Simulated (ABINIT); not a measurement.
# RbHgH3 (Pm-3m): zone-centre phonons, part 2 of 4

Aim: the zone-centre modes of RbHgH3 (Pm-3m).

ABINIT 10.8.3; DFT LDA, scalar-relativistic, plane waves, PseudoDojo norm-conserving pseudopotentials.

So far. Step 5 (Relaxing the cell and atoms): The volume changes by +0.3 % in this run and stands -33.3 % from the first cell. The relaxed cell has a = 4.058 Å (conventional setting).

The structure was built from a prototype and need not be the compound's stable phase.

## Step 7: Linear response at Γ

At q = 0 one unit cell holds all displacements. The response is solved for single atoms along the cell's directions, and symmetry skips those that follow from others. The crystal is treated as a metal, which screens a static field, so no field response is asked.

File dfpt_gamma.abi:

```

# common to the responses
getwfk_filepath "gso_WFK"
kptopt 2
nqpt 1
qpt 0.0 0.0 0.0
asr 0
chneut 0

# displacements
rfphon 1
rfatpol 1 5
rfdir 1 1 1
tolvrs 1.0d-10
prtwf 0

# basis, mesh and filling
ecut 31.0
ngkpt 6 6 6
nshiftk 1
shiftk 0.0 0.0 0.0
istwfk *1
occopt 6
tsmear 0.01
nband 24
nstep 100
diemac 1000000.0
prtebands 0
prtgsr 0

# cell and atoms
acell 7.668631668 7.668631668 7.668631668
rprim 
    1.0 0.0 0.0
    0.0 1.0 0.0
    0.0 0.0 1.0
ntypat 3
znucl 37 80 1
natom 5
typat 1 2 3 3 3
xred 
    0.0 0.0 0.0
    0.5 0.5 0.5
    0.5 0.5 0.0
    0.5 0.0 0.5
    0.0 0.5 0.5
pp_dirpath "./pseudo"
pseudos "Rb.upf, Hg.upf, H.upf"
```

On the command line:

```bash
OMP_NUM_THREADS=1 mpirun -n 4 abinit dfpt_gamma.abi > dfpt_gamma.log
```

Numbers of over 12 decimals in the logs are rounded to 6 here.

dfpt_gamma.abo, the main output file:

```text
[banners, grids, parts of the stress and lines that vanish by symmetry left out]
- input  file    -> dfpt_gamma.abi
- output file    -> dfpt_gamma.abo
- root for input  files -> dfpt_gammai
- root for output files -> dfpt_gammao

 Symmetries : space group Pm -3 m (#221); Bravais cP (primitive cubic)
================================================================================
 Values of the parameters that define the memory need of the present run (RF).
     intxc =       0      iscf =       7    lmnmax =       7     lnmax =       7
     mgfft =      40  mpssoang =       4    mqgrid =    3001     natom =       5
  nloc_mem =       1    nspden =       1   nspinor =       1    nsppol =       1
      nsym =      48    n1xccc =    2501    ntypat =       3    occopt =       6
   xclevel =       1
-    mband =          24        mffmem =           1         mkmem =          28
-   mkqmem =          28        mk1mem =          28           mpw =        3764
      nfft =       64000          nkpt =         112
- my_mband =          24
================================================================================
================================================================================

--------------------------------------------------------------------------------
------------- Echo of variables that govern the present computation ------------
--------------------------------------------------------------------------------
-
- outvars: echo of selected default values
-   iomode0 =  0 , fftalg0 =312 , wfoptalg0 =  0
-
- outvars: echo of global parameters not present in the input file
-  max_nthreads =    1
-
 -outvars: echo values of preprocessed input variables
 [... echo left out ...]
================================================================================

 chkinp: Checking input parameters for consistency.

[...]
== DATASET  1 ==================================================================
-   mpi_nproc: 4, omp_nthreads: 1 (-1 if OMP is not activated)

--- !DatasetInfo
iteration_state: {dtset: 1, }
dimensions: {natom: 5, nkpt: 112, mband: 24, nsppol: 1, nspinor: 1, nspden: 1, mpw: 3764, }
cutoff_energies: {ecut:  31.0, pawecutdg:  -1.0, }
electrons: {nelect:   3.20000000E+01, charge:   0.00000000E+00, occopt:   6.00000000E+00, tsmear:   1.00000000E-02, }
meta: {optdriver: 1, rfphon: 1, }
...

 mkfilename: getwfk from: gso_WFK

 Real(R)+Recip(G) space primitive vectors, cartesian coordinates (Bohr,Bohr^-1):
 R(1)=  7.6686317  0.0000000  0.0000000  G(1)=  0.1304014  0.0000000  0.0000000
 R(2)=  0.0000000  7.6686317  0.0000000  G(2)=  0.0000000  0.1304014  0.0000000
 R(3)=  0.0000000  0.0000000  7.6686317  G(3)=  0.0000000  0.0000000  0.1304014
 Unit cell volume ucvol=  4.5097621E+02 bohr^3
 Angles (23,13,12)=  9.00000000E+01  9.00000000E+01  9.00000000E+01 degrees
 setup1 : take into account q-point for computing boxcut.

 getcut: wavevector=  0.0000  0.0000  0.0000  ngfft=  40  40  40
         ecut(hartree)=     31.000   => boxcut(ratio)=   2.08112

--- Pseudopotential description ------------------------------------------------
- pspini: atom type   1  psp file is ./pseudo/Rb.upf

- pspini: atom type   2  psp file is ./pseudo/Hg.upf

- pspini: atom type   3  psp file is ./pseudo/H.upf

   2.11405894E+03                                ecore*ucvol(ha*bohr**3)
--------------------------------------------------------------------------------

 ==>  initialize data related to q vector <==

 The list of irreducible perturbations for this q vector is:
    1)    idir= 1    ipert=   1
    2)    idir= 1    ipert=   2
    3)    idir= 1    ipert=   3
    4)    idir= 3    ipert=   3

[...]
The perturbation idir=   2  ipert=   1 is
 symmetric of a previously calculated perturbation.
 So, its SCF calculation is not needed.

 The perturbation idir=   3  ipert=   1 is
 symmetric of a previously calculated perturbation.
 So, its SCF calculation is not needed.

 The perturbation idir=   2  ipert=   2 is
 symmetric of a previously calculated perturbation.
 So, its SCF calculation is not needed.

 The perturbation idir=   3  ipert=   2 is
 symmetric of a previously calculated perturbation.
 So, its SCF calculation is not needed.

[...]
The perturbation idir=   2  ipert=   5 is
 symmetric of a previously calculated perturbation.
 So, its SCF calculation is not needed.

 The perturbation idir=   3  ipert=   5 is
 symmetric of a previously calculated perturbation.
 So, its SCF calculation is not needed.

--------------------------------------------------------------------------------
 Perturbation wavevector (in red.coord.)   0.000000  0.000000  0.000000
 Perturbation : displacement of atom   1   along direction   1
 Found     8 symmetries that leave the perturbation invariant.

[...]
dfpt_looppert : total number of electrons, from k and k+q
  fully or partially occupied states are    3.200000E+01 and    3.200000E+01.
 Initialisation of the first-order wave-functions :
  ireadwf=   0

--- !BeginCycle
iteration_state: {dtset: 1, }
solver: {iscf: 7, nstep: 100, nline: 4, wfoptalg: 0, }
tolerances: {tolvrs: 1.00E-10, }
...

     iter   2DEtotal(Ha)        deltaE(Ha) residm    vres2
-ETOT  1   2.387892     -1.121E+03 4.441E+00 2.153E+02
 ETOT  2   1.817728     -5.702E-01 2.934E-01 2.675E+01
 ETOT  3   1.802988     -1.474E-02 1.991E-02 1.537E+00
 ETOT  4   1.802687     -3.011E-04 1.075E-02 4.612E-02
 ETOT  5   1.802659     -2.731E-05 9.466E-03 8.298E-03
[...]
At SCF step   10       vres2   =  3.70E-12 < tolvrs=  1.00E-10 =>converged.
[...]
Mean square residual over all n,k,spin=   84.482E-08; max=  73.673E-05

 Thirteen components of 2nd-order total energy (hartree) are
 1,2,3: 0th-order hamiltonian combined with 1st-order wavefunctions
     kin0=   7.13250545E+02 eigvalue=   7.59621278E+01  local=  -3.21941214E+02
 4,5,6: 1st-order hamiltonian combined with 1st and 0th-order wfs
 loc psp =  -8.36414220E+02  Hartree=   2.95675834E+02     xc=  -7.34067843E+01
 note that "loc psp" includes a xc core correction that could be resolved
 7,8,9: eventually, occupation + non-local contributions
    edocc=   1.14069910E+02     enl0=   3.17541249E+02   enl1=  -1.40588912E+03
 1-9 gives the relaxation energy (to be shifted if some occ is /=2.0)
   erelax=  -1.12115167E+03
 10,11,12 Non-relaxation  contributions : frozen-wavefunctions and Ewald
 fr.local=   3.16591616E+02 fr.nonlo=   7.04624622E+02  Ewald=   1.13068356E+02
 13,14 Frozen wf xc core corrections (1) and (2)
 frxc 1  =  -1.55889557E+02  frxc 2 =   1.44559289E+02
 Resulting in :
 2DEtotal=    0.1802657349E+01 Ha. Also 2DEtotal=    0.490528053871E+02 eV
    (2DErelax=   -1.1211516689E+03 Ha. 2DEnonrelax=    1.1229543262E+03 Ha)
    (  non-var. 2DEtotal :    1.8026574963E+00 Ha)

[...]
Perturbation wavevector (in red.coord.)   0.000000  0.000000  0.000000
 Perturbation : displacement of atom   2   along direction   1
 Found     8 symmetries that leave the perturbation invariant.

[...]
dfpt_looppert : total number of electrons, from k and k+q
  fully or partially occupied states are    3.200000E+01 and    3.200000E+01.
 Initialisation of the first-order wave-functions :
  ireadwf=   0

--- !BeginCycle
iteration_state: {dtset: 1, }
solver: {iscf: 7, nstep: 100, nline: 4, wfoptalg: 0, }
tolerances: {tolvrs: 1.00E-10, }
...

     iter   2DEtotal(Ha)        deltaE(Ha) residm    vres2
-ETOT  1   4.685662     -9.067E+03 1.999E+01 2.407E+02
[...]
At SCF step   11       vres2   =  1.19E-12 < tolvrs=  1.00E-10 =>converged.
[...]
Mean square residual over all n,k,spin=   39.010E-07; max=  34.269E-04

 Thirteen components of 2nd-order total energy (hartree) are
 1,2,3: 0th-order hamiltonian combined with 1st-order wavefunctions
     kin0=   8.39622879E+03 eigvalue=   7.18543678E+02  local=  -5.61586232E+03
 4,5,6: 1st-order hamiltonian combined with 1st and 0th-order wfs
 loc psp =  -1.37061566E+04  Hartree=   3.80468311E+03     xc=  -4.34416806E+02
 note that "loc psp" includes a xc core correction that could be resolved
 7,8,9: eventually, occupation + non-local contributions
    edocc=   1.91797720E+02     enl0=   2.00890159E+03   enl1=  -4.43359493E+03
 1-9 gives the relaxation energy (to be shifted if some occ is /=2.0)
   erelax=  -9.06987576E+03
 10,11,12 Non-relaxation  contributions : frozen-wavefunctions and Ewald
 fr.local=   6.60244750E+03 fr.nonlo=   2.22542320E+03  Ewald=   1.31093746E+02
 13,14 Frozen wf xc core corrections (1) and (2)
 frxc 1  =  -7.59314984E+02  frxc 2 =   8.72250022E+02
 Resulting in :
 2DEtotal=    0.2023726230E+01 Ha. Also 2DEtotal=    0.550683961015E+02 eV
    (2DErelax=   -9.0698757612E+03 Ha. 2DEnonrelax=    9.0718994874E+03 Ha)
    (  non-var. 2DEtotal :    2.0237251733E+00 Ha)

[...]
Perturbation wavevector (in red.coord.)   0.000000  0.000000  0.000000
 Perturbation : displacement of atom   3   along direction   1
 Found     4 symmetries that leave the perturbation invariant.

[...]
dfpt_looppert : total number of electrons, from k and k+q
  fully or partially occupied states are    3.200000E+01 and    3.200000E+01.
 Initialisation of the first-order wave-functions :
  ireadwf=   0

--- !BeginCycle
iteration_state: {dtset: 1, }
solver: {iscf: 7, nstep: 100, nline: 4, wfoptalg: 0, }
tolerances: {tolvrs: 1.00E-10, }
...

     iter   2DEtotal(Ha)        deltaE(Ha) residm    vres2
-ETOT  1   1.210458     -5.262E+01 4.093E-01 3.534E+02
[...]
At SCF step   10       vres2   =  5.96E-11 < tolvrs=  1.00E-10 =>converged.
[...]
Mean square residual over all n,k,spin=   29.807E-07; max=  33.640E-04

 Thirteen components of 2nd-order total energy (hartree) are
 1,2,3: 0th-order hamiltonian combined with 1st-order wavefunctions
     kin0=   5.61710947E+01 eigvalue=  -6.13295780E-01  local=  -1.10384796E+01
 4,5,6: 1st-order hamiltonian combined with 1st and 0th-order wfs
 loc psp =  -7.61912356E+01  Hartree=   1.12474140E+01     xc=  -6.85261609E+00
 note that "loc psp" includes a xc core correction that could be resolved
 7,8,9: eventually, occupation + non-local contributions
    edocc=   4.47351849E+00     enl0=  -6.67332603E-01   enl1=  -2.92493705E+01
 1-9 gives the relaxation energy (to be shifted if some occ is /=2.0)
   erelax=  -5.27203030E+01
 10,11,12 Non-relaxation  contributions : frozen-wavefunctions and Ewald
 fr.local=   5.67800078E+01 fr.nonlo=   1.48195069E+01  Ewald=  -1.77733124E+01
 13,14 Frozen wf xc core corrections (1) and (2)
 frxc 1  =   0.00000000E+00  frxc 2 =   0.00000000E+00
 Resulting in :
 2DEtotal=    0.1105899369E+01 Ha. Also 2DEtotal=    0.300930548729E+02 eV
    (2DErelax=   -5.2720302972E+01 Ha. 2DEnonrelax=    5.3826202341E+01 Ha)
    (  non-var. 2DEtotal :    1.1058992966E+00 Ha)

[...]
Perturbation wavevector (in red.coord.)   0.000000  0.000000  0.000000
 Perturbation : displacement of atom   3   along direction   3
 Found     8 symmetries that leave the perturbation invariant.

--------------------------------------------------------------------------------

--------------------------------------------------------------------------------

 dfpt_looppert : total number of electrons, from k and k+q
  fully or partially occupied states are    3.200000E+01 and    3.200000E+01.
 Initialisation of the first-order wave-functions :
  ireadwf=   0

--- !BeginCycle
iteration_state: {dtset: 1, }
solver: {iscf: 7, nstep: 100, nline: 4, wfoptalg: 0, }
tolerances: {tolvrs: 1.00E-10, }
...

     iter   2DEtotal(Ha)        deltaE(Ha) residm    vres2
-ETOT  1   2.340313     -5.349E+01 6.511E-01 9.264E+02
[...]
ETOT  9   1.975208     -7.120E-12 5.968E-05 5.294E-09
 ETOT 10   1.975208     -4.988E-12 2.423E-05 8.429E-11

 At SCF step   10       vres2   =  8.43E-11 < tolvrs=  1.00E-10 =>converged.
[...]
Mean square residual over all n,k,spin=   27.906E-09; max=  24.235E-06

 Thirteen components of 2nd-order total energy (hartree) are
 1,2,3: 0th-order hamiltonian combined with 1st-order wavefunctions
     kin0=   5.96610391E+01 eigvalue=  -4.68358063E-01  local=  -1.47307126E+01
 4,5,6: 1st-order hamiltonian combined with 1st and 0th-order wfs
 loc psp =  -7.80573784E+01  Hartree=   1.16178788E+01     xc=  -6.32678563E+00
 note that "loc psp" includes a xc core correction that could be resolved
 7,8,9: eventually, occupation + non-local contributions
    edocc=   4.46573076E+00     enl0=  -3.61312059E-01   enl1=  -2.96575822E+01
 1-9 gives the relaxation energy (to be shifted if some occ is /=2.0)
   erelax=  -5.38574802E+01
 10,11,12 Non-relaxation  contributions : frozen-wavefunctions and Ewald
 fr.local=  -4.41078946E+01 fr.nonlo=   1.35951319E+01  Ewald=   8.63454513E+01
 13,14 Frozen wf xc core corrections (1) and (2)
 frxc 1  =   0.00000000E+00  frxc 2 =   0.00000000E+00
 Resulting in :
 2DEtotal=    0.1975208316E+01 Ha. Also 2DEtotal=    0.537481563978E+02 eV
    (2DErelax=   -5.3857480249E+01 Ha. 2DEnonrelax=    5.5832688565E+01 Ha)
    (  non-var. 2DEtotal :    1.9752082853E+00 Ha)

[...]
---- first-order wavefunction calculations are completed ----

 ==> Compute Derivative Database <==

 [... matrices left out ...]
  Phonon wavevector (reduced coordinates) :  0.00000  0.00000  0.00000
 Phonon energies in Hartree :
   1.670668E-05  1.670668E-05  1.670668E-05  4.485212E-04  4.485212E-04
   4.485212E-04  2.644952E-03  2.644952E-03  2.644952E-03  3.142956E-03
   3.142956E-03  3.142956E-03  4.686747E-03  4.686747E-03  4.686747E-03
 Phonon frequencies in cm-1    :
-  3.666693E+00  3.666693E+00  3.666693E+00  9.843903E+01  9.843903E+01
-  9.843903E+01  5.804998E+02  5.804998E+02  5.804998E+02  6.897991E+02
-  6.897991E+02  6.897991E+02  1.028622E+03  1.028622E+03  1.028622E+03

== END DATASET(S) ==============================================================
================================================================================

 -outvars: echo values of variables after computation
            acell      7.6686316680E+00  7.6686316680E+00  7.6686316680E+00 Bohr
           etotal      1.9752083158E+00
            fcart      0.0000000000E+00  0.0000000000E+00  0.0000000000E+00
           strten      0.0000000000E+00  0.0000000000E+00  0.0000000000E+00
================================================================================
```

Elapsed: 2.1 min, on 4 MPI ranks of Arm Neoverse V2, shared host; 8.6 min of CPU time.

This step gave:

| Property | Result |
| --- | --- |
| largest acoustic frequency at the zone centre before the sum rule | 3.67 cm⁻¹ |
| highest optical zone-centre mode (no LO-TO term) | 1029 cm⁻¹ |
| lowest optical zone-centre mode | 98.44 cm⁻¹ |

The acoustic modes at Γ come out as far as 3.7 cm⁻¹ from zero, where they should vanish, a small numerical error.

(Continued in part 3 of 4.)

[Host names and launcher messages were left out of these logs when they were recorded.]

[Logs are printed without paths, hosts, clocks, repeated set-up lines and the standing remarks that a program may print on its own settings, such as how far it seeks lower states.]

[Hosts, paths, dates, database ids (printed as entryN), source tags and the programs' standing remarks are cut or masked in the printed files.]
